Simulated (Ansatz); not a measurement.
# InH (model cell, started as layered BN type): following an unstable mode

Which phase does InH (model cell, started as layered BN type) fall into along its unstable mode, and how much energy does it gain?

Program: Ansatz 0.2.0. Level of theory: DFT PBE, scalar-relativistic, plane waves, PAW. Results are calculated unless marked as measured.

Most raw output is cut from this account.

The structure was built from a prototype and need not be the compound's stable phase.

## 1. The structure

It takes space group P6_3/mmc (No. 194, hexagonal). The conventional cell has a = 3.772 Å, b = 3.772 Å, c = 5.891 Å, α = 90.00°, β = 90.00°, γ = 120.00°. Nearest to In lie 3 H at 2.18 Å. Nearest to H lie 3 In at 2.18 Å. Farther neighbours are not listed.

## 2. Response at finite wavevector

The cell comes from relaxations at this level that are not shown. The mesh has a single point along some directions, so zone-edge points there are not solved. Linear response on a 2×2×1 q mesh gives force constants as far as a supercell of that size would.

File input.yaml:

```yaml
crystal:
  lattice:
    - [3.7721968407, 2.531e-06, 0.0]
    - [-1.8861006122, 3.2668170266, 0.0]
    - [0.0, 0.0, 5.8913884265]
  atoms:
    - { symbol: In, position: [0.3333333333, 0.6666666667, 0.25] }
    - { symbol: In, position: [0.6666666667, 0.3333333333, 0.75] }
    - { symbol: H, position: [0.6666666667, 0.3333333333, 0.25] }
    - { symbol: H, position: [0.3333333333, 0.6666666667, 0.75] }
kpoints:
  mp_grid: { grid: [12, 12, 6] }
hamiltonian:
  xc: pbe
scf:
  occupations: { method: methfessel_paxton, width: 0.15 }
output:
  eigenvalues: true
phonons:
  method: dfpt
  qmesh: [2, 2, 1]
  temperatures: { t_max: 1000, t_step: 50 }
  qpath:
    path:
      - [[0.0, 0.0, 0.0], [0.5, 0.0, 0.0], [0.33333333, 0.33333333, 0.0], [0.0, 0.0, 0.0], [0.0, 0.0, 0.5], [0.5, 0.0, 0.5], [0.33333333, 0.33333333, 0.5], [0.0, 0.0, 0.5]]
      - [[0.5, 0.0, 0.5], [0.5, 0.0, 0.0]]
      - [[0.33333333, 0.33333333, 0.5], [0.33333333, 0.33333333, 0.0]]
    npoints: 10
```

Run with:

```console
ansatz run input.yaml --threads 4 --pin off --max-ram 7168MiB --backend cpu --events-out ev --progress --plain --runs-dir out
```

The job ended after 76 s (4 threads of Arm Neoverse V2, shared host; peak memory 1.2 GiB; 4.9 min of CPU time).

Numbers from this step:

```yaml
volume_per_atom: 18.15 Å³
gap_on_the_k_mesh: 0 eV
sum_rule_residual_before_enforcement: 7.28e-6 eV/Å²
point_group: 6/mmm
highest_optical_mode_at_the_zone_centre_no_lo_to_term: 487.9 cm⁻¹
lowest_optical_zone_centre_mode: -851.1 cm⁻¹
lowest_mode_on_the_q_mesh_acoustic_modes_at_gamma_apart: -922.1 cm⁻¹
highest_frequency_at_a_solved_wavevector_no_lo_to_term_at_gamma: 487.9 cm⁻¹
```

Frequencies (cm⁻¹) solved at each irreducible wavevector; negative means imaginary. Frequencies by wavevector, by row:

| q in reciprocal lattice units | star | mode 1 | mode 2 | mode 3 | mode 4 | mode 10 | mode 11 | mode 12 |
| --- | --- | --- | --- | --- | --- | --- | --- | --- |
| 0 0 0 | 1 | -851.1 | -206.6 | -64.4 | -64.4 | 424.6 | 487.9 | 487.9 |
| 0 -0.5 0 | 3 | -922.1 | -700 | -280.1 | -277.3 | 92.3 | 150.1 | 251.9 |

Symmetry leaves 2 wavevectors to solve. The lowest mode among them, the acoustic zeros apart, lies at q = (0, -0.5, 0) and is imaginary, 922.1i cm⁻¹, so the energy falls along it.

## 3. The mode frozen in, largest atomic shift 0 Å

The mode followed lies at Γ with frequency 851.1i cm⁻¹, one of the unstable modes though not the softest. At small amplitude the distorted cell has space group no. 164 by a symmetry search on the positions. The undistorted cell that holds it gives the zero of energy on the same k mesh.

input.yaml, the sections that differ from step 2:

```yaml
output:
  forces: true
  stress: true
  eigenvalues: true
# crystal, kpoints, hamiltonian, scf: as in step 2
# phonons: removed
```

It took 1.4 s on 4 threads; peak memory 0.39 GiB.

This step gave:

- pressure: -0.003964 GPa
- energy from the undistorted cell: 0 meV/atom

The run ends at a pressure of 0.00 GPa.

## 4. The mode frozen in, largest atomic shift 0.6 Å

The atoms are moved along the unstable eigenvector, the largest shift by 0.6 Å, with the cell fixed.

input.yaml, the sections that differ from step 3:

```yaml
crystal:
  lattice:
    - [3.7721968407, 2.531e-06, 0.0]
    - [-1.8861006122, 3.2668170266, 0.0]
    - [0.0, 0.0, 5.8913884265]
  atoms:
    - { symbol: In, position: [0.3333333333, 0.6666666667, 0.2505736598] }
    - { symbol: In, position: [0.6666666667, 0.3333333333, 0.7494263402] }
    - { symbol: H, position: [0.6666666667, 0.3333333333, 0.148156435] }
    - { symbol: H, position: [0.3333333333, 0.6666666667, 0.851843565] }
# kpoints, hamiltonian, scf, output: as in step 3
```

Wall time 1.8 s (4 threads); peak memory 0.4 GiB; 6.5 s of CPU time.

Numbers from this step:

| Quantity | Value |
| --- | --- |
| pressure | -0.7075 GPa |
| energy from the undistorted cell | -112.5 meV/atom |

The energy, extrapolated to zero smearing, is -112.51 meV/atom against the undistorted cell.

The run ends at a pressure of -0.71 GPa, with forces up to 0.24 eV/Å.

## 5. Energy along the mode, all amplitudes (two of the runs are shown above)

An imaginary frequency means negative curvature, so the energy should fall and then rise again as anharmonic terms take over.

Numbers from this step:

| Item | Value |
| --- | --- |
| depth at the lowest point sampled | 112.5 meV/atom |
| largest atomic shift at that point | 0.6 Å |

Table of energy from the parent by largest atomic shift:

| largest atomic shift (Å) | energy from the parent (meV/atom) |
| --- | --- |
| 0.000 | 0 |
| 0.040 | -1.08 |
| 0.080 | -4.19 |
| 0.140 | -12.9 |
| 0.220 | -30.5 |
| 0.320 | -56.4 |
| 0.450 | -88.8 |
| 0.600 | -113 |

Displacement at unit largest shift by atom:

| atom | x (Å) | y (Å) | z (Å) | size |
| --- | --- | --- | --- | --- |
| In1 | 0.00 | 0.00 | 0.01 | 0.01 |
| In2 | 0.00 | 0.00 | -0.01 | 0.01 |
| H3 | 0.00 | 0.00 | -1.00 | 1.00 |
| H4 | 0.00 | 0.00 | 1.00 | 1.00 |

The lowest of the steps tried is the last one, at 0.6 Å, 113 meV/atom below the parent; the bottom of the well need not coincide with a step.

## 6. Relaxing from the distorted cell

Starting from the lowest point found, all atoms and the cell are let go, so that strain and other modes of the same symmetry can join in.

Edit input.yaml of step 4 so:

```diff
@@ -20 +20,6 @@
   eigenvalues: true
+relax:
+  adjacent_minimum: "off"
+  f_tol: 0.002
+  max_steps: 120
+  cell: { stress_tol: 0.03 }
```

Elapsed: 14 s, on 4 threads; peak memory 0.44 GiB; 52 s of CPU time.

The steps of the relaxation:

| step | energy less that of the first step (eV) | largest force component (eV/Å) | pressure (GPa) | volume (Å³) |
| --- | --- | --- | --- | --- |
| 1 | 0.0000 | 0.2352 | -0.71 | 72.60 |
| 2 | 0.0005 | 0.5035 | -0.89 | 69.05 |
| 3 | -0.0472 | 0.0323 | -0.65 | 70.20 |
| 4 | -0.0520 | 0.0271 | 0.28 | 67.91 |
| 5 | -0.0528 | 0.0057 | -0.02 | 68.49 |
| 6 | -0.0529 | 0.0022 | -0.01 | 68.45 |
| 7 | -0.0529 | 0.0008 | 0.00 | 68.41 |
| 8* | -0.0510 | 0.0007 | -0.02 | 68.41 |

Relaxation steps marked * repeat the geometry before them on a plane-wave basis chosen anew for their cell, so energy and pressure can jump there. Relaxation step 2 was tried and not accepted.

Forces are held to the 12 operations that the run works with; a distortion that breaks them can't arise in this run.

| conventional cell, symmetrised | before | after | change |
| --- | --- | --- | --- |
| a (Å) | 3.772 | 3.705 | -1.8 % |
| b (Å) | 3.772 | 3.705 | -1.8 % |
| c (Å) | 5.891 | 5.756 | -2.3 % |
| volume (Å³/atom) | 18.15 | 17.10 | -5.8 % |

The atoms that moved most (Å, as changes of fractional coordinates times the final cell):

| atom | dx | dy | dz | length |
| --- | --- | --- | --- | --- |
| In1 | 0.000 | 0.000 | 0.096 | 0.096 |
| In2 | 0.000 | 0.000 | -0.096 | 0.096 |
| H3 | 0.000 | 0.000 | -0.080 | 0.080 |
| H4 | 0.000 | 0.000 | 0.080 | 0.080 |

Final coordinates:

```xyz
4
Lattice="3.7047 0.0000 0.0000 -1.8523 3.2083 0.0000 0.0000 0.0000 5.7558" Properties=species:S:1:pos:R:3 pbc="T T T"
In    0.0000    2.1389    1.5382
In    1.8523    1.0694    4.2176
H     1.8523    1.0694    0.7725
H     0.0000    2.1389    4.9833
```

Numbers from this step:

* pressure: -0.01815 GPa
* volume per atom: 17.10 Å³

The distorted start has space group P-3m1; the relaxation ends in P-3m1.

## 7. The new phase in its own primitive cell

The relaxed structure is symmetrised, reduced to its primitive cell and relaxed tightly, as its phonons need.

input.yaml, the sections that differ from step 6:

```yaml
crystal:
  lattice:
    - [3.7046671783, 0.0, 0.0]
    - [-1.8523335891, 3.2083358889, 0.0]
    - [0.0, 0.0, 5.7558257995]
  atoms:
    - { symbol: In, position: [0.3333333333, 0.6666666667, 0.2672506976] }
    - { symbol: In, position: [0.6666666667, 0.3333333333, 0.7327493024] }
    - { symbol: H, position: [0.6666666667, 0.3333333333, 0.134215186] }
    - { symbol: H, position: [0.3333333333, 0.6666666667, 0.865784814] }
relax:
  adjacent_minimum: "off"
  f_tol: 0.001
  max_steps: 60
  cell: { stress_tol: 0.01 }
# kpoints, hamiltonian, scf, output: as in step 6
```

The job ended after 7.4 s (4 threads; peak memory 0.43 GiB; 28 s of CPU time).

Little changed from the start: no atom moved by 0.005 Å and no cell edge by 0.1 %.

This step gave:

```
pressure        : 7.47e-5 GPa
volume per atom : 17.09 Å³
```

The largest force component left is 0.21 meV/Å and the pressure is 0.000 GPa, within the tolerances set. The cell now holds 17.09 Å³/atom.

## 8. Modes of the new phase

A relaxed structure may still be a saddle point, so its zone-centre modes are computed. No field response is asked, since the mesh shows no gap.

input.yaml, the sections that differ from step 7:

```yaml
crystal:
  lattice:
    - [3.7036405041, 0.0, 0.0]
    - [-1.851820252, 3.2074467631, 0.0]
    - [0.0, 0.0, 5.7555768742]
  atoms:
    - { symbol: In, position: [0.3333333333, 0.6666666667, 0.2672820905] }
    - { symbol: In, position: [0.6666666667, 0.3333333333, 0.7327179095] }
    - { symbol: H, position: [0.6666666667, 0.3333333333, 0.1342530057] }
    - { symbol: H, position: [0.3333333333, 0.6666666667, 0.8657469943] }
output:
  eigenvalues: true
phonons:
  method: dfpt
# kpoints, hamiltonian, scf: as in step 7
# relax: removed
```

Run time: 34 s. Hardware: 4 threads; peak memory 1.2 GiB.

Numbers from this step:

* sum-rule residual before enforcement: 8.80e-6 eV/Å²
* point group: -3m
* highest optical mode at the zone centre (no LO-TO term): 749.9 cm⁻¹
* lowest optical zone-centre mode: -127.8 cm⁻¹

Patterns of degenerate modes are one choice out of their space. Modes at Γ, with each element's share of the kinetic energy (negative means imaginary):

| mode | frequency (cm⁻¹) | symmetry | In % | H % |
| --- | --- | --- | --- | --- |
| 1 | -127.8 | A2u | 1 | 99 |
| 2 | 0.0 | acoustic | 99 | 1 |
| 3 | 0.0 | acoustic | 99 | 1 |
| 4 | 0.0 | acoustic | 99 | 1 |
| 5 | 41.2 | Eg | 100 | 0 |
| 6 | 41.2 | Eg | 100 | 0 |
| 7 | 95.4 | A1g | 100 | 0 |
| 8 | 246.1 | Eu | 1 | 99 |
| 9 | 246.1 | Eu | 1 | 99 |
| 10 | 621.1 | Eg | 0 | 100 |
| 11 | 621.1 | Eg | 0 | 100 |
| 12 | 749.9 | A1g | 0 | 100 |

Displacements in mode 1 (-127.8 cm⁻¹), the largest set to 1:
```
In1  0.00  0.00 -0.01
In2  0.00  0.00 -0.01
H3   0.00  0.00  1.00
H4   0.00  0.00  1.00
```

Displacements in mode 11 (621.1 cm⁻¹), the largest set to 1:
```
In1  0.00  0.00  0.00
In2  0.00  0.00  0.00
H3  -1.00 -0.15  0.00
H4   1.00  0.15  0.00
```

Before it was imposed, the acoustic sum rule was missed by 8.8e-6 eV/Å². Small misses are needed for a sound result but don't prove that mesh and cutoff are converged. The lowest optical mode is imaginary, 127.8i cm⁻¹, so the energy falls along it.

## 9. The phases reached

The phases reached along the modes that were followed are set side by side.

Energies are those of the first relaxation, on the mesh of the frozen mode; space group, volume and gap are those of the last relaxation. Phases, by row:

| mode frozen in | space group | energy from parent (meV/atom) | volume (Å³/atom) | gap on mesh (eV) | lowest zone-centre optical mode (cm⁻¹) | largest shift (Å) |
| --- | --- | --- | --- | --- | --- | --- |
| parent | P6_3/mmc | 0 | 18.15 | 0 | – | – |
| q = (0, -0.5, 0), 922i cm⁻¹ | Pmma | -105 | 17.17 | 0 | -413.9 | 0.99 |
| q = (0, 0, 0), 851i cm⁻¹ | P-3m1 | -125.3 | 17.09 | 0 | -127.8 | 0.666 |

## 10. Outcome

| Quantity | Value |
| --- | --- |
| unstable mode of the parent | q = (0, 0, 0), 851i cm⁻¹ |
| depth at the lowest point sampled | 113 meV/atom |
| largest atomic shift at that point | 0.6 Å |
| space group reached (within 0.01 Å) | P-3m1 |
| energy gained over the parent (first relaxation, on the mesh of the frozen mode) | 125 meV/atom |
| volume per atom, phase reached | 17.1 Å³ |
| lowest optical zone-centre mode, phase reached | -128 cm⁻¹ |
| highest optical mode at the zone centre (no LO-TO term), phase reached | 750 cm⁻¹ |

In words: Along this mode the structure falls into P-3m1, 125 meV/atom below the parent. At the parent's cell the well is 112.5 meV/atom deep on the steps tried, with its lowest point at a shift of 0.6 Å. That is the last step tried, so the steps alone don't bracket the bottom of the well. Relaxing atoms and cell changes the gain by +12.75 meV/atom against the lowest step (energies at zero smearing). The new phase still has an imaginary mode at the zone centre of its cell, so it is a saddle point on the way to a lower structure. Of the 2 patterns followed to their end from this parent, this one reaches the lowest energy. Each path keeps the symmetry of its pattern, so a lower phase may lie along a pattern not tried. The q mesh is too sparse to interpolate, so only the solved wavevectors are given. With no gap, or one that is small against the smearing, the frequencies hang on the k mesh and the smearing, most of all near Kohn anomalies. The starting cell was built on a prototype and not taken from a measurement, so the phase need not exist.

[Logs are printed without paths, hosts, clocks, repeated set-up lines and the standing remarks that a program may print on its own settings, such as how far it seeks lower states.]

[Hosts, paths, dates, database ids (printed as entryN), source tags and the programs' standing remarks are cut or masked in the printed files.]
